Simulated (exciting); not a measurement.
# Core excitons at the S L₂,₃ edge of CaCu2S2

Wanted: the near-edge spectrum and the bound core excitons at the S L₂,₃ edge of CaCu2S2.

Method: X-ray absorption, core-level Bethe-Salpeter equation, exchange and statically screened direct term, Tamm-Dancoff, all-electron LAPW+lo PBEsol, in exciting sodium.

### Step 1. The starting structure

It takes space group P-3m1 (No. 164, trigonal). The conventional cell has a = 3.940 Å, b = 3.940 Å, c = 6.523 Å, α = 90.00°, β = 90.00°, γ = 120.00°. Nearest to Cu lie 4 S at 2.41 Å. Nearest to Ca lie 6 S at 2.81 Å. Nearest to S lie 4 Cu at 2.41 Å and 3 Ca at 2.81 Å. Farther neighbours and most contacts between anions are not listed.

As a file:

```
Cu Ca S
1.0
     3.94000    0.00000    0.00000
    -1.97000    3.41214    0.00000
     0.00000    0.00000    6.52300
Cu Ca S
2 1 2
Cartesian
  1.9700 1.1374 4.0672
  0.0000 2.2748 2.4558
  0.0000 0.0000 0.0000
  1.9700 1.1374 1.6549
  0.0000 2.2748 4.8681
```

Differences between curves are given as r.m.s. difference over r.m.s. height.

### Step 2. Ground state

The species files are the program's own, with muffin-tin radii set in the input.

input.xml

```
<input>
  <title>CaCu2S2</title>
  <structure speciespath="." autormt="false" epslat="1.0e-5">
    <crystal>
      <basevect>7.4455208552 0.0000000000 0.0000000000</basevect>
      <basevect>-3.7227604276 6.4480102050 0.0000000000</basevect>
      <basevect>0.0000000000 0.0000000000 12.3266835087</basevect>
    </crystal>
    <species speciesfile="Cu.xml" rmt="2.240">
      <atom coord="0.6666666667 0.3333333333 0.6235100000"/>
      <atom coord="0.3333333333 0.6666666667 0.3764900000"/>
    </species>
    <species speciesfile="Ca.xml" rmt="2.464">
      <atom coord="0.0000000000 0.0000000000 0.0000000000"/>
    </species>
    <species speciesfile="S.xml" rmt="2.181">
      <atom coord="0.6666666667 0.3333333333 0.2537000000"/>
      <atom coord="0.3333333333 0.6666666667 0.7463000000"/>
    </species>
  </structure>
  <groundstate do="fromscratch" xctype="GGA_PBE_SOL" ngridk="5 5 2" rgkmax="7" gmaxvr="14" nempty="8" swidth="0.001" maxscl="100" epsengy="1e-5"/>
</input>
```

Launch:

```
$ OMP_NUM_THREADS=1 mpirun -n 4 exciting
```

Numbers of over 12 decimals in the logs are rounded to 6 here.

Output:

```text
EXCITING SODIUM started
********************************************************************************
* Ground-state run starting from atomic densities                              *
********************************************************************************
+ Starting initialization                                                      +
[... lattice and species ...]
 Spin treatment                             :    spin-unpolarised
 Number of Bravais lattice symmetries       :      24
[...]
+ Self-consistent loop stopped                                                 +
 STATE.OUT is written
********************************************************************************
* Groundstate module stopped                                                   *
********************************************************************************
 Total time spent (seconds)                 :        33.30
- CAUTION! Warnings have been written in file WARNING.OUT !                    -
| EXCITING SODIUM stopped                                                      =
[key lines of the parts left out:]
Total energy                               :     -4784.24375860
Fermi energy                               :         0.21246810
```

Elapsed: 34 s, on 4 MPI ranks of Arm Neoverse V2, shared host.

The warnings file holds hints only, no warning.

The mesh shows a gap of 0.97 eV. Core levels (Dirac, from the valence top):

```tsv
atom	level	energy (eV)
S	1s1/2	-2395.8
S	2s1/2	-205.5
S	2p1/2	-151.4
S	2p3/2	-150.2
```

### Step 3. A richer basis for the empty states

Each species file gets more local orbitals, built from u and its energy derivative at 0.15 Ha and u at 0.9 Ha.

input.xml is that of step 2.

SPECIES.xml, added lines

```
<lo l="L">  <!-- L = 0, 1, 2 -->
  <wf matchingOrder="0" trialEnergy="0.1500" searchE="false"/>
  <wf matchingOrder="1" trialEnergy="0.1500" searchE="false"/>
  <wf matchingOrder="0" trialEnergy="0.9000" searchE="false"/>
</lo>
```

Launch:

```
$ OMP_NUM_THREADS=1 mpirun -n 4 exciting
```

Output:

```text
EXCITING SODIUM started
********************************************************************************
* Ground-state run starting from atomic densities                              *
********************************************************************************
+ Starting initialization                                                      +
[... lattice and species ...]
 Spin treatment                             :    spin-unpolarised
 Number of Bravais lattice symmetries       :      24
[...]
+ Self-consistent loop stopped                                                 +
 STATE.OUT is written
********************************************************************************
* Groundstate module stopped                                                   *
********************************************************************************
 Total time spent (seconds)                 :        38.61
- CAUTION! Warnings have been written in file WARNING.OUT !                    -
| EXCITING SODIUM stopped                                                      =
[key lines of the parts left out:]
Total energy                               :     -4784.24538776
Fermi energy                               :         0.21304428
```

It took 40 s on 4 MPI ranks.

Against the first ground state the total energy moves by -9 meV an atom and the gap by -0.01 eV.

### Step 4. Screening, kernels and BSE for S atom 4

The absorber has 4 Cu at 2.41 Å and 3 Ca at 2.81 Å (7-fold, site symmetry 3m).

input.xml, as its differences from that of step 3:

```diff
@@ -20,3 +20,19 @@
   </structure>
-  <groundstate do="fromscratch" xctype="GGA_PBE_SOL" ngridk="5 5 2" rgkmax="7" gmaxvr="14" nempty="8" swidth="0.001" maxscl="100" epsengy="1e-5"/>
+  <groundstate do="skip" xctype="GGA_PBE_SOL" ngridk="5 5 2" rgkmax="7" gmaxvr="14" nempty="8" swidth="0.001" maxscl="100" epsengy="1e-5"/>
+  <xs xstype="BSE" ngridk="4 4 2" ngridq="4 4 2" vkloff="0.097 0.273 0.493" rgkmax="7" nempty="40" gqmax="3" lmaxapwwf="5" lmaxemat="3" broad="0.01654" tevout="true">
+    <energywindow intv="5.110 6.774" points="452"/>
+    <screening screentype="full" nempty="64"/>
+    <BSE xas="true" xasspecies="3" xasatom="1" xasedge="L23" bsetype="singlet" nstlxas="1 36"/>
+    <qpointset>
+      <qpoint>0 0 0</qpoint>
+    </qpointset>
+    <plan>
+      <doonly task="xsgeneigvec"/>
+      <doonly task="writepmatxs"/>
+      <doonly task="scrgeneigvec"/>
+      <doonly task="scrwritepmat"/>
+      <doonly task="screen"/>
+      <doonly task="scrcoulint"/>
+    </plan>
+  </xs>
 </input>
```

input.xml for the exchange start (cutoff and plan only)

```
  gqmax="2.5"
  <plan>
    <doonly task="exccoulint"/>
  </plan>
```

input.xml for the last start (plan only)

```
  <plan>
    <doonly task="bse"/>
  </plan>
```

Launch:

```
$ OMP_NUM_THREADS=1 mpirun -n 4 exciting
$ OMP_NUM_THREADS=1 mpirun -n 4 exciting
$ OMP_NUM_THREADS=4 exciting
```

Output:

```text
| EXCITING SODIUM started for task xsgeneigvec ( 301)                          =
One-shot GS runs for BSE calculations
One-shot GS runs for k+qmt/2 grids
Info(xsgeneigvec): Generating eigenvectors for Q-point      1
Info(xsgeneigvec): Generation of eigenvectors finished
| EXCITING SODIUM started for task writepmatxs ( 320)                          =
Info(writepmatxs): Momentum matrix elements finished
| EXCITING SODIUM started for task scrgeneigvec ( 401)                         =
One-shot GS runs for BSE calculations
One-shot GS runs for k+qmt/2 grids
[...]
Info(setup_bse_block): Setting up RR part of hamiltonian
Info(setup_bse_block): Singlet spin state
Info(bse): Diagonalizing RR Hamiltonian (TDA)
Info(bse): Invoking Lapack routine ZHEEVR
      6912 eigen solutions found in the interval:
         i1=       1 i2=    6912
Info(bse): Writing excition energies and oscillator strengths to text file.
Info(makespectrum_dist): Making spectrum using formula for coupling with time reversed AR basis.
Info(makespectrum_dist): Using formalism for vanishing momentum transfer.
Info(writederived): Writing quantities derived from the macroscopic dielectric function.
Info(bselauncher): Spectrum finished for iqmt=  1
Info(bselauncher): All done for BSE type singlet
```

Wall time 22 min (4 MPI ranks).

Wall time by task: xsgeneigvec 5.8 s, writepmatxs 5.4 s, scrgeneigvec 6.5 s, scrwritepmat 3.8 s, screen 1.9 min, scrcoulint 5.5 min, exccoulint 11 min, bse 2.9 min.

The S L₂,₃ spectrum of S atom 4 (energy from the Kohn–Sham onset, core level to the lowest empty state found on the meshes used, 151.06 eV; the ground-state mesh sets it, and the shifted mesh has its lowest transition 0.94 eV above it; Im ε scaled to the maximum of the singlet run; cut below the end of the band set):

```tsv
E (eV)	isotropic	ε ⊥ c	ε ∥ c
-3.0	0.02	0.02	0.02
-2.5	0.03	0.03	0.03
-2.0	0.04	0.04	0.04
-1.5	0.05	0.05	0.05
-1.0	0.08	0.08	0.08
-0.5	0.14	0.14	0.14
0.0	0.32	0.31	0.32
0.5	0.35	0.36	0.32
1.0	0.39	0.40	0.36
1.5	0.44	0.44	0.43
2.0	0.47	0.47	0.47
2.5	0.47	0.47	0.48
3.0	0.43	0.42	0.46
3.5	0.43	0.42	0.45
4.0	0.42	0.41	0.42
4.5	0.44	0.44	0.43
5.0	0.45	0.46	0.45
5.5	0.46	0.46	0.46
6.0	0.51	0.52	0.50
6.5	0.55	0.54	0.56
7.0	0.63	0.62	0.65
7.5	0.67	0.66	0.69
8.0	0.74	0.73	0.75
8.5	0.74	0.75	0.73
9.0	0.79	0.80	0.77
9.5	0.89	0.89	0.89
10.0	1.00	1.02	0.96
10.5	0.96	0.99	0.89
11.0	0.93	0.95	0.90
11.5	0.92	0.93	0.91
12.0	0.88	0.86	0.91
12.5	0.85	0.83	0.88
13.0	0.88	0.87	0.91
13.5	0.92	0.91	0.93
14.0	0.91	0.91	0.89
14.5	0.87	0.88	0.85
15.0	0.93	0.94	0.92
15.5	0.92	0.93	0.90
16.0	0.81	0.82	0.78
16.5	0.80	0.81	0.78
17.0	0.75	0.75	0.76
17.5	0.71	0.71	0.72
18.0	0.72	0.71	0.74
18.5	0.80	0.79	0.82
19.0	0.81	0.79	0.84
```

Maxima (height): 2.2 eV (0.49), 10.0 eV (1.00), 11.1 eV (0.94), 13.6 eV (0.92), 15.2 eV (0.96) and 18.7 eV (0.82).

The Hamiltonian has 6912 rows. The lowest groups of eigenvalues and the brightest ones, on the scale above (the program counts from the shifted mesh's onset, 0.94 eV higher). Core spinors bring spin-forbidden partners, so dark means forbidden by spin or by symmetry, and the shifted mesh splits states that symmetry would keep together:

```tsv
energy (eV)	states within 10 meV	relative strength
0.104	2	0.53
0.115	2	1.00
0.589	4	0.16
0.637	4	0.085
0.681	4	0.11
0.716	4	0.11
1.369	2	0.70
9.713	6	0.27
11.720	10	0.28
15.198	6	0.35
15.218	6	0.28
```

### Step 5. Independent particles

input.xml, as its differences from that of step 4:

```diff
@@ -24,3 +24,3 @@
     <screening screentype="full" nempty="64"/>
-    <BSE xas="true" xasspecies="3" xasatom="1" xasedge="L23" bsetype="singlet" nstlxas="1 36"/>
+    <BSE xas="true" xasspecies="3" xasatom="1" xasedge="L23" bsetype="IP" nstlxas="1 36"/>
     <qpointset>
@@ -29,8 +29,3 @@
     <plan>
-      <doonly task="xsgeneigvec"/>
-      <doonly task="writepmatxs"/>
-      <doonly task="scrgeneigvec"/>
-      <doonly task="scrwritepmat"/>
-      <doonly task="screen"/>
-      <doonly task="scrcoulint"/>
+      <doonly task="bse"/>
     </plan>
```

Launch:

```
$ OMP_NUM_THREADS=4 exciting
```

Output:

```text
| EXCITING SODIUM started for task bse ( 445)                                  =
Info(bselauncher): Init time:    0.775469
Info(bselauncher): Setting up and diagonalizing BSE Hamiltonian.
Info(bselauncher): Using momentum transfer vectors from list :   1 to  1
Info(bselauncher): Distributing qmt-points over   1 processes.
Info(bselauncher): BSE type: IP
Info(bselauncher): Momentum transfer list index: iqmt=  1
Info(bselauncher): Momentum transfer: vqmtl=   0.000   0.000   0.000
Info(bse): Inspecting occupations...
Info(setranges_modxs): Number of non-reduced k-points:       32
[...]
highest unoccupied state:  64
  Opening gap with a scissor of:      0.000/H      0.000/eV
Info(select_transitions): Number of participating transitions:    6912
Info(bse): Selecting transitions...
Info(bse):bsegap (eV):   152.002174
Info(bse): IP requested, nothing much to do
Info(bse): Writing excition energies and oscillator strengths to text file.
Info(makespectrum_dist): Making spectrum using formula for coupling with time reversed AR basis.
Info(makespectrum_dist): Using formalism for vanishing momentum transfer.
Info(writederived): Writing quantities derived from the macroscopic dielectric function.
Info(bselauncher): Spectrum finished for iqmt=  1
Info(bselauncher): All done for BSE type IP
```

It took 1.5 s on 4 threads.

Maxima (height): 3.1 eV (0.36), 12.1 eV (0.84), 14.1 eV (0.89), 15.8 eV (1.03) and 17.0 eV (0.94); 1 lower ones aren't listed; the curve is highest at the end of the window. The spectrum differs from the singlet run by 26 % r.m.s. Moving the earlier curve by +2.4 eV leaves 12 %. The highest maximum lies at 15.8 eV (1.03), against 10.0 eV (1.00).

### Step 6. Exchange alone

input.xml, as its differences from that of step 5:

```diff
@@ -24,3 +24,3 @@
     <screening screentype="full" nempty="64"/>
-    <BSE xas="true" xasspecies="3" xasatom="1" xasedge="L23" bsetype="IP" nstlxas="1 36"/>
+    <BSE xas="true" xasspecies="3" xasatom="1" xasedge="L23" bsetype="RPA" nstlxas="1 36"/>
     <qpointset>
```

Launch:

```
$ OMP_NUM_THREADS=4 exciting
```

Output:

```text
| EXCITING SODIUM started for task bse ( 445)                                  =
Info(bselauncher): Init time:    0.689633
Info(bselauncher): Setting up and diagonalizing BSE Hamiltonian.
Info(bselauncher): Using momentum transfer vectors from list :   1 to  1
Info(bselauncher): Distributing qmt-points over   1 processes.
Info(bselauncher): BSE type: RPA
Info(bselauncher): Momentum transfer list index: iqmt=  1
Info(bselauncher): Momentum transfer: vqmtl=   0.000   0.000   0.000
Info(bse): Inspecting occupations...
Info(setranges_modxs): Number of non-reduced k-points:       32
[...]
Info(setup_bse_block): Setting up RR part of hamiltonian
Info(setup_bse_block): Using RPA approximation
Info(bse): Diagonalizing RR Hamiltonian (TDA)
Info(bse): Invoking Lapack routine ZHEEVR
      6912 eigen solutions found in the interval:
         i1=       1 i2=    6912
Info(bse): Writing excition energies and oscillator strengths to text file.
Info(makespectrum_dist): Making spectrum using formula for coupling with time reversed AR basis.
Info(makespectrum_dist): Using formalism for vanishing momentum transfer.
Info(writederived): Writing quantities derived from the macroscopic dielectric function.
Info(bselauncher): Spectrum finished for iqmt=  1
Info(bselauncher): All done for BSE type RPA
```

Elapsed: 3.5 min, on 4 threads.

Maxima (height): 3.1 eV (0.34), 12.1 eV (0.80), 14.1 eV (0.87), 15.8 eV (1.02) and 17.1 eV (0.95); 1 lower ones aren't listed; the curve is highest at the end of the window. The spectrum differs from the independent-particle run by 4 % r.m.s.

### Step 7. Coarser mesh

Changed against the first singlet run: k mesh from 4×4×2 to 3×3×1.

input.xml, as its differences from that of step 6:

```diff
@@ -21,6 +21,6 @@
   <groundstate do="skip" xctype="GGA_PBE_SOL" ngridk="5 5 2" rgkmax="7" gmaxvr="14" nempty="8" swidth="0.001" maxscl="100" epsengy="1e-5"/>
-  <xs xstype="BSE" ngridk="4 4 2" ngridq="4 4 2" vkloff="0.097 0.273 0.493" rgkmax="7" nempty="40" gqmax="3" lmaxapwwf="5" lmaxemat="3" broad="0.01654" tevout="true">
+  <xs xstype="BSE" ngridk="3 3 1" ngridq="3 3 1" vkloff="0.097 0.273 0.493" rgkmax="7" nempty="40" gqmax="3" lmaxapwwf="5" lmaxemat="3" broad="0.01654" tevout="true">
     <energywindow intv="5.110 6.774" points="452"/>
     <screening screentype="full" nempty="64"/>
-    <BSE xas="true" xasspecies="3" xasatom="1" xasedge="L23" bsetype="RPA" nstlxas="1 36"/>
+    <BSE xas="true" xasspecies="3" xasatom="1" xasedge="L23" bsetype="singlet" nstlxas="1 36"/>
     <qpointset>
@@ -29,3 +29,8 @@
     <plan>
-      <doonly task="bse"/>
+      <doonly task="xsgeneigvec"/>
+      <doonly task="writepmatxs"/>
+      <doonly task="scrgeneigvec"/>
+      <doonly task="scrwritepmat"/>
+      <doonly task="screen"/>
+      <doonly task="scrcoulint"/>
     </plan>
```

input.xml for the exchange start (cutoff and plan only)

```
  gqmax="2.5"
  <plan>
    <doonly task="exccoulint"/>
  </plan>
```

input.xml for the last start (plan only)

```
  <plan>
    <doonly task="bse"/>
  </plan>
```

Launch:

```
$ OMP_NUM_THREADS=1 mpirun -n 4 exciting
$ OMP_NUM_THREADS=1 mpirun -n 4 exciting
$ OMP_NUM_THREADS=4 exciting
```

Output:

```text
| EXCITING SODIUM started for task xsgeneigvec ( 301)                          =
One-shot GS runs for BSE calculations
One-shot GS runs for k+qmt/2 grids
Info(xsgeneigvec): Generating eigenvectors for Q-point      1
Info(xsgeneigvec): Generation of eigenvectors finished
| EXCITING SODIUM started for task writepmatxs ( 320)                          =
Info(writepmatxs): Momentum matrix elements finished
| EXCITING SODIUM started for task scrgeneigvec ( 401)                         =
One-shot GS runs for BSE calculations
One-shot GS runs for k+qmt/2 grids
[...]
Info(setup_bse_block): Setting up RR part of hamiltonian
Info(setup_bse_block): Singlet spin state
Info(bse): Diagonalizing RR Hamiltonian (TDA)
Info(bse): Invoking Lapack routine ZHEEVR
      1944 eigen solutions found in the interval:
         i1=       1 i2=    1944
Info(bse): Writing excition energies and oscillator strengths to text file.
Info(makespectrum_dist): Making spectrum using formula for coupling with time reversed AR basis.
Info(makespectrum_dist): Using formalism for vanishing momentum transfer.
Info(writederived): Writing quantities derived from the macroscopic dielectric function.
Info(bselauncher): Spectrum finished for iqmt=  1
Info(bselauncher): All done for BSE type singlet
```

Wall time 6.8 min (4 MPI ranks).

These settings are cheaper. Against the singlet run the r.m.s. difference is 12 %. The highest maximum lies at 14.4 eV (1.09), against 10.0 eV (1.00). The first bright state moves from 0.10 to 0.30 eV. A coarse mesh samples few band energies, and it inflates the long-range part of the attraction.

```tsv
E (eV)	first run	this run
-3.0	0.02	0.02
-2.0	0.04	0.04
-1.0	0.08	0.07
0.0	0.32	0.28
1.0	0.39	0.42
2.0	0.47	0.49
3.0	0.43	0.43
4.0	0.42	0.37
5.0	0.45	0.39
6.0	0.51	0.48
7.0	0.63	0.60
8.0	0.74	0.72
9.0	0.79	0.90
10.0	1.00	0.98
11.0	0.93	0.85
12.0	0.88	0.76
13.0	0.88	0.99
14.0	0.91	1.00
15.0	0.93	1.00
16.0	0.81	0.96
17.0	0.75	0.83
18.0	0.72	0.66
19.0	0.81	0.61
```

### Step 8. The levels of theory side by side

```tsv
level	curve passes 0.15 (eV)	highest maximum (eV)	its height
IP	1.1	15.8	1.03
RPA	1.1	15.8	1.02
singlet	-0.4	10.0	1.00
```

```tsv
E (eV)	IP	RPA	singlet
-3.0	0.01	0.01	0.02
-2.0	0.02	0.02	0.04
-1.0	0.03	0.02	0.08
0.0	0.04	0.04	0.32
1.0	0.14	0.14	0.39
2.0	0.26	0.24	0.47
3.0	0.36	0.34	0.43
4.0	0.34	0.33	0.42
5.0	0.34	0.33	0.45
6.0	0.33	0.31	0.51
7.0	0.36	0.34	0.63
8.0	0.45	0.42	0.74
9.0	0.52	0.49	0.79
10.0	0.63	0.59	1.00
11.0	0.79	0.74	0.93
12.0	0.83	0.80	0.88
13.0	0.80	0.77	0.88
14.0	0.89	0.87	0.91
15.0	0.85	0.83	0.93
16.0	1.01	1.01	0.81
17.0	0.94	0.94	0.75
18.0	0.86	0.87	0.72
19.0	0.96	0.97	0.81
```

### Step 9. Summary of results

| Item | Value |
| --- | --- |
| absorber and edge | S L₂,₃, atom 4 |
| surroundings | 4 Cu at 2.41 Å and 3 Ca at 2.81 Å (7-fold, site symmetry 3m) |
| first bright state | 0.10 eV from the Kohn–Sham onset, on this mesh |
| highest maximum | 10.0 eV |
| cost of the BSE run | 22 min on 4 MPI ranks of Arm Neoverse V2, shared host; the last task ran on as many threads |

**Reading.** Is a core exciton bound? Undecided on this mesh: the first bright state (over 5 % of the brightest) lies at 0.10 eV from the Kohn–Sham onset and at -0.84 eV from the lowest bare transition of its own mesh. Exchange alone changes the independent-particle spectrum by 4 % r.m.s. With 32 k points the binding energies are rough, and fine structure above the first lines is partly noise of the mesh. The kernel cutoff is low for a compact core orbital, so the effect of exchange is a lower bound. The zero comes from the unshifted 5×5×2 ground-state mesh; it is exact only where the band minimum lies on that mesh. The conduction states carry no spin here, so the exchange coupling to the spinor core hole is only partly held. The Kohn–Sham onset, 151 eV, is no photon energy (tabulated edge of the element: 162.5 eV): the scale needs a rigid shift. No quasiparticle correction widens the gap or stretches the bands. Vibrations and energy-dependent lifetimes are left out. The structure is a published determination, not relaxed.

[Banner, clock and machine lines of the logs are left out without a mark of their own.]

[Logs are printed without paths, hosts, clocks, repeated set-up lines and the standing remarks that a program may print on its own settings, such as how far it seeks lower states.]

[Hosts, paths, dates, database ids (printed as entryN), source tags and the programs' standing remarks are cut or masked in the printed files.]
